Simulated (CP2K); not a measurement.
2-silylimidazole has these distinct N atoms: N3 (bonded to 2 C) and N6 (bonded to 2 C and H).

```xyz
12

Si    2.1125    0.1002   -0.2677
C     0.2539    0.1182   -0.1499
N    -0.5342    0.9347   -0.8573
C    -1.8250    0.6540   -0.4729
C    -1.8408   -0.3449    0.4808
N    -0.5205   -0.6808    0.6744
H     2.5572   -0.2553   -1.6428
H     2.6705    1.4299    0.0997
H     2.6173   -0.9260    0.6918
H    -2.6723    1.1821   -0.8987
H    -2.6447   -0.8318    1.0197
H    -0.1740   -1.3802    1.3228
```

Their partial N K spectra (CP2K XAS_TDP, all-electron GAPW, PBEh(45%), aug-pc-1, TDA, GW2X-corrected core level, no relativity) are given in random order, each times the number of alike atoms.

Gaussian full width 0.5 eV, oscillator strength per eV, alike atoms added, rows of zeros left out:

```csv
E (eV),curve 1,curve 2
398.75,0.000,0.001
399.00,0.000,0.014
399.25,0.000,0.069
399.50,0.000,0.089
399.75,0.000,0.029
400.00,0.000,0.002
401.25,0.001,0.000
401.50,0.011,0.000
401.75,0.051,0.000
402.00,0.061,0.000
402.25,0.019,0.002
402.50,0.001,0.006
402.75,0.001,0.004
403.00,0.010,0.003
403.25,0.028,0.006
403.50,0.021,0.006
403.75,0.004,0.003
404.00,0.000,0.004
404.25,0.000,0.006
404.50,0.000,0.003
404.75,0.001,0.004
405.00,0.006,0.010
405.25,0.015,0.015
405.50,0.012,0.014
405.75,0.008,0.024
406.00,0.009,0.038
406.25,0.013,0.031
406.50,0.013,0.023
406.75,0.020,0.020
407.00,0.032,0.008
```

Question: Which curve belongs to which atom?

Curve 1: N6 (bonded to 2 C and H), leading line at 401.91 eV (f = 0.036 an atom), ionisation energy 406.34 eV, term value 4.43 eV. Curve 2: N3 (bonded to 2 C), leading line at 399.42 eV (f = 0.051 an atom), ionisation energy 404.26 eV, term value 4.84 eV. The leading line of an atom is its first one with 35 % of the strongest within 2.5 eV of its lowest line over the strength cut. A line lies at the core ionisation energy, which rises as an atom loses charge to its neighbours or to a π system, less the term value, which is large for a low π* or σ* orbital with weight on that atom.

[Banner, clock and machine lines of the logs are left out without a mark of their own.]

[Logs are printed without paths, hosts, clocks, repeated set-up lines and the standing remarks that a program may print on its own settings, such as how far it seeks lower states.]

[Hosts, paths, dates, database ids (printed as entryN), source tags and the programs' standing remarks are cut or masked in the printed files.]
